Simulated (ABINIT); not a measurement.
# CsHO (Cmc2_1): G0W0 with ABINIT, start to end, part 3 of 3

Aim: the G0W0 gap of CsHO (Cmc2_1) on LDA, step by step.

ABINIT 10.8.3; LDA and many-body steps on it, plane waves. Known limits of the many-body steps: not at the basis limit; no spin-orbit coupling; coarse k mesh.

So far. Step 3 (Bands along the symmetry lines): The gap is 3.596 eV, as in the run before at this level. Step 4 (Empty states on the mesh, 2×2×2 mesh, 214 bands): On this mesh the gap is 3.596 eV.

## 5. Screening, 2×2×2 mesh, 196 bands, screening to 176.9 eV

The RPA dielectric matrix is built and inverted for each q.

This step: RPA screening on LDA, plane waves, norm-conserving pseudopotentials.

run.abi

```
acell 3*1.0 Angstrom
rprim 
  2.161143390000 -5.691334570000 0.000000000000
  2.161143390000 5.691334570000 0.000000000000
  0.000000000000 0.000000000000 4.504272810000
ntypat 3
znucl 55 1 8
natom 6
typat 1 1 2 2 3 3
xred 
  0.861628920000 0.138371080000 0.736689410000
  0.138371080000 0.861628920000 0.236689410000
  0.533012670000 0.466987330000 0.607602700000
  0.466987330000 0.533012670000 0.107602700000
  0.591659040000 0.408340960000 0.765422890000
  0.408340960000 0.591659040000 0.265422890000
pp_dirpath "pseudos"
pseudos "Cs.upf, H.upf, O.upf"
ecut 36
ngkpt 2 2 2
nshiftk 1
shiftk 0 0 0
kptopt 1
chksymbreak 0
istwfk *1
occopt 1
irdwfk 1
optdriver 3
nband 196
ecuteps 6.5
inclvkb 2
awtr 1
symchi 1
indata_prefix "in"
outdata_prefix "out"
tmpdata_prefix "tmp"
```

Started as:

```console
$ OMP_NUM_THREADS=1 mpirun -n 4 abinit run.abi > log
```

Numbers of over 12 decimals in the logs are rounded to 6 here.

Log:

```text
.Version 10.8.3 of ABINIT. v10.8.2 released Aug 2026.

 Symmetries : space group Cm c 2_1 (# 36); Bravais oC (1-face-center ortho.)
[... echo of the input left out ...]
== DATASET  1 ==================================================================
-   mpi_nproc: 4, omp_nthreads: 1 (-1 if OMP is not activated)

--- !DatasetInfo
iteration_state: {dtset: 1, }
dimensions: {natom: 6, nkpt: 6, mband: 196, nsppol: 1, nspinor: 1, nspden: 1, mpw: 7742, }
cutoff_energies: {ecut:  36.0, pawecutdg:  -1.0, }
electrons: {nelect:   3.20000000E+01, charge:   0.00000000E+00, occopt:   1.00000000E+00, tsmear:   1.00000000E-02, }

 SCREENING: Calculation of the susceptibility and dielectric matrices

 Based on a program developped by R.W. Godby, V. Olevano, G. Onida, and L. Reining.
 Incorporated in ABINIT by V. Olevano, G.-M. Rignanese, and M. Torrent.
.Using double precision arithmetic ; gwpc =  8

[... cell and pseudopotentials left out ...]
--------------------------------------------------------------------------------

 ==== K-mesh for the wavefunctions ====
 Number of points in the irreducible wedge :     6
[... list of points left out ...]
 Together with  4 symmetry operations and time-reversal symmetry
 yields     8 points in the full Brillouin Zone.

 ==== Q-mesh for the screening function ====
 Number of points in the irreducible wedge :     6
[... list of points left out ...]
 Together with  4 symmetry operations and time-reversal symmetry
 yields     8 points in the full Brillouin Zone.

 setmesh: FFT mesh size selected  =    30x   30x   36
          total number of points  =        32400

 vcoul_init : cutoff-mode = AUXILIARY_FUNCTION
 q-points for optical limit:   1
     1)      0.000010    0.000020    0.000030

- screening: taking advantage of time-reversal symmetry
- Maximum band index for partially occupied states nbvw = 16
- Remaining bands to be divided among processors   nbcw = 180
- Number of bands treated by each node ~45

 Number of electrons calculated from density =   32.0000; Expected =   32.0000
 average of density, n =  0.042796
 r_s =    1.7735
 omega_plasma =   19.9552 [eV]

 calculating chi0 at frequencies [eV] :
  1    0.000000E+00    0.000000E+00
  2    0.000000E+00    1.995520E+01

--------------------------------------------------------------------------------
  q-point number  1        q = ( 0.000000, 0.000000, 0.000000) [r.l.u.]
--------------------------------------------------------------------------------
[... chi0 elements left out ...]
 For q-point:  0.000010 0.000020 0.000030
  dielectric constant =   3.0177
  dielectric constant without local fields =   3.4325

  Average fulfillment of the sum rule on Im[epsilon] for q-point    1 :     79.16  [%]
[... wings left out ...]
  q-point number  2        q = ( 0.500000, 0.000000, 0.000000) [r.l.u.]
--------------------------------------------------------------------------------
[... chi0 elements left out ...]
  Average fulfillment of the sum rule on Im[epsilon] for q-point    2 :     83.61  [%]

 [... 4 further q-points ...]
```

The job ended after 62 s (4 MPI ranks of Arm Neoverse V1, shared host; peak memory 1.5 GiB).

This step gave:

```
ε∞ with local fields, on this mesh, along the program's q direction : 3.018
the same without local fields                                       : 3.433
plasma frequency                                                    : 19.96 eV
plane waves in the screening matrix                                 : 589
```

Local fields lower ε∞ by 12 %. On a Γ-centred mesh this coarse the value itself is usually too large, while a short band sum pulls it down.

## 6. Self-energy, 2×2×2 mesh, 196 bands, screening to 176.9 eV

The self-energy is evaluated for the states that the input lists, and the levels follow from it, in one-shot runs by the linearised quasiparticle equation.

This step: G0W0 on LDA, plane waves, norm-conserving pseudopotentials.

Edit run.abi of step 5 so:

```diff
@@ -27,8 +27,15 @@
 irdwfk 1
-optdriver 3
+optdriver 4
 nband 196
+gwcalctyp 0
+ecutsigx 36
+symsigma 1
+nkptgw 1
+kptgw 
+  0.0000000000 0.0000000000 0.0000000000
+bdgw 
+  15 18
 ecuteps 6.5
-inclvkb 2
-awtr 1
-symchi 1
+irdscr 1
+ppmodel 1
 indata_prefix "in"
```

Log:

```text
.Version 10.8.3 of ABINIT. v10.8.2 released Aug 2026.

 Symmetries : space group Cm c 2_1 (# 36); Bravais oC (1-face-center ortho.)
[... echo of the input left out ...]
== DATASET  1 ==================================================================
-   mpi_nproc: 4, omp_nthreads: 1 (-1 if OMP is not activated)

--- !DatasetInfo
iteration_state: {dtset: 1, }
dimensions: {natom: 6, nkpt: 6, mband: 196, nsppol: 1, nspinor: 1, nspden: 1, mpw: 7742, }
cutoff_energies: {ecut:  36.0, pawecutdg:  -1.0, }
electrons: {nelect:   3.20000000E+01, charge:   0.00000000E+00, occopt:   1.00000000E+00, tsmear:   1.00000000E-02, }

 SIGMA: Calculation of the GW corrections

 Based on a program developped by R.W. Godby, V. Olevano, G. Onida, and L. Reining.
 Incorporated in ABINIT by V. Olevano, G.-M. Rignanese, and M. Torrent.
.Using double precision arithmetic ; gwpc =  8

[... cell and pseudopotentials left out ...]
--------------------------------------------------------------------------------

 ==== K-mesh for the wavefunctions ====
 Number of points in the irreducible wedge :     6
[... list of points left out ...]
 Together with  4 symmetry operations and time-reversal symmetry
 yields     8 points in the full Brillouin Zone.

 ==== Q-mesh for screening function ====
 Number of points in the irreducible wedge :     6
[... list of points left out ...]
 Together with  4 symmetry operations and time-reversal symmetry
 yields     8 points in the full Brillouin Zone.

 vcoul_init : cutoff-mode = AUXILIARY_FUNCTION
 q-points for optical limit:   1
     1)      0.000010    0.000020    0.000030
 setmesh: FFT mesh size selected  =    45x   45x   48
          total number of points  =        97200

 Number of electrons calculated from density =   32.0000; Expected =   32.0000
 average of density, n =  0.042796
 r_s =    1.7735
 omega_plasma =   19.9552 [eV]

 === KS Band Gaps ===
  >>>> For spin  1
   Minimum direct gap =   3.5964 [eV], located at k-point      :   0.0000  0.0000  0.0000
   Fundamental gap    =   3.5964 [eV], Top of valence bands at :   0.0000  0.0000  0.0000
                                       Bottom of conduction at :   0.0000  0.0000  0.0000
 SIGMA fundamental parameters:
 PLASMON POLE MODEL  1
 number of plane-waves for SigmaX                 7681
 number of plane-waves for SigmaC and W            589
 number of plane-waves for wavefunctions          7681
 number of bands                                   196
 number of independent spin polarizations            1
 number of spinorial components                      1
 number of k-points in IBZ                           6
 number of q-points in IBZ                           6
 number of symmetry operations                       4
 number of k-points in BZ                            8
 number of q-points in BZ                            8
 number of frequencies for dSigma/dE                 9
 frequency step for dSigma/dE [eV]                0.25
 number of omega for Sigma on real axis              0
 max omega for Sigma on real axis  [eV]           0.00
 zcut for avoiding poles [eV]                     0.10

 EPSILON^-1 parameters (SCR file):
 dimension of the eps^-1 matrix on file            589
 dimension of the eps^-1 matrix used               589
 number of plane-waves for wavefunctions          7681
 number of bands                                   196
 number of q-points in IBZ                           6
 number of frequencies                               2
 number of real frequencies                          1
 number of imag frequencies                          1

 matrix elements of self-energy operator (all in [eV])

 Perturbative Calculation

--- !SelfEnergy_ee
iteration_state: {dtset: 1, }
kpoint     : [   0.000,    0.000,    0.000, ]
spin       : 1
KS_gap     :    3.596
QP_gap     :    5.549
Delta_QP_KS:    1.952
data: !SigmaeeData |
     Band     E0 <VxcDFT>   SigX SigC(E0)      Z dSigC/dE  Sig(E)    E-E0       E
       15   2.081 -18.053 -23.101   4.171   0.769  -0.301 -18.727  -0.674   1.407
       16   2.223 -18.238 -23.524   4.368   0.766  -0.305 -18.942  -0.704   1.519
       17   5.819  -8.822  -4.160  -3.208   0.858  -0.165  -7.573   1.248   7.068
       18   6.251  -7.801  -3.308  -3.149   0.862  -0.161  -6.643   1.158   7.409

== END DATASET(S) ==============================================================
================================================================================

 -outvars: echo values of variables after computation  --------
           etotal      0.0000000000E+00
            nband         196
             nkpt           6
          spgroup          36
 [... the other variables as echoed above ...]

 Calculation completed.
```

Wall time 22 s (4 MPI ranks); peak memory 1.5 GiB; 89 s of CPU time.

This step gave:

* G0W0 gap on the points computed: 5.549 eV
* starting gap on the mesh: 3.596 eV
* k of the valence top: 0, 0, 0
* k of the conduction bottom: 0, 0, 0
* Z at the valence top: 0.766
* Z at the conduction bottom: 0.858
* least direct G0W0 gap on the computed points: 5.549 eV

The gap on the mesh goes from 3.60 eV to 5.55 eV, a correction of +1.95 eV.

Limits: finite bands, cutoff and mesh; no spin-orbit coupling; coarse k mesh. v1 is the top filled band, c1 the lowest empty one. The levels before and after the correction (eV, zero at the valence-band top of each column):

```csv
,conduction bottom,valence top
Kohn-Sham,3.60,0.00
G0W0,5.55,0.00
```

```csv
,level,energy (eV)
Kohn-Sham,Γ v2,-0.142
Kohn-Sham,Γ v1,0.000
Kohn-Sham,Γ c1,3.596
Kohn-Sham,Γ c2,4.028
G0W0,Γ v2,-0.112
G0W0,Γ v1,0.000
G0W0,Γ c1,5.549
G0W0,Γ c2,5.890
```

## 7. Where the time went

Times are wall times on 4 MPI ranks of Arm Neoverse V1, shared host, good to a factor of about two.

```csv
step,time,share,memory (GiB)
ground state,82 s,20 %,0.51
bands along the symmetry lines,91 s,23 %,0.56
empty states on the mesh,2.5 min,36 %,0.52
screening,62 s,15 %,1.5
self-energy,22 s,6 %,1.5
```

## 8. Results

```yaml
lda_gap: 3.60 eV, direct
g0w0_gap_on_the_mesh: 5.55 eV
gw_settings: 2×2×2 mesh, 196 bands, screening to 176.9 eV, Godby-Needs plasmon pole
known_limits: not at the basis limit; no spin-orbit coupling; coarse k mesh
```

What this shows: G0W0 moves the gap on the mesh from 3.60 eV to 5.55 eV (+1.95 eV), with Z of 0.77 and 0.86 at the edges. Local fields lower the RPA ε∞ on this mesh from 3.43 to 3.02; a Γ-centred mesh this coarse tends to raise both, most where the direct gap is narrow, while a short band sum lowers them. Only 1 of the mesh's irreducible points was corrected, so a valley elsewhere could overtake. The dearest step here is «empty states on the mesh». Bands and cutoff are finite, so the gap is not at the basis limit. The miss can reach some tenths of an eV and take either sign; the mesh is an error of its own. In the G0W0 run levels were corrected at 1 k point alone, so a gap called «on the mesh» is the least over those, and an edge elsewhere would be missed. The 2×2×2 mesh is coarse for this cell, which bears on the long-range parts of exchange and screening. The many-body steps are scalar-relativistic: spin-orbit coupling is not in them.

[Paths, hosts, dates, memory and timing lines, banners, echoed tables and standing remarks are left out of the program output.]

[Logs are printed without paths, hosts, clocks, repeated set-up lines and the standing remarks that a program may print on its own settings, such as how far it seeks lower states.]

[Runs of the session that timed out or met a known fault of the program may be left out.]

[Hosts, paths, dates, database ids (printed as entryN), source tags and the programs' standing remarks are cut or masked in the printed files.]

[G0W0 gaps are taken among the corrected bands and points alone; a level outside them can change the order at an edge.]

[Where Ansatz stands beside ABINIT at settings called matched, ABINIT's density can come from a denser mesh and the files from another edition; pairs whose starting gaps differed by over 0.03 eV were left out, so agreement reads better than it is.]
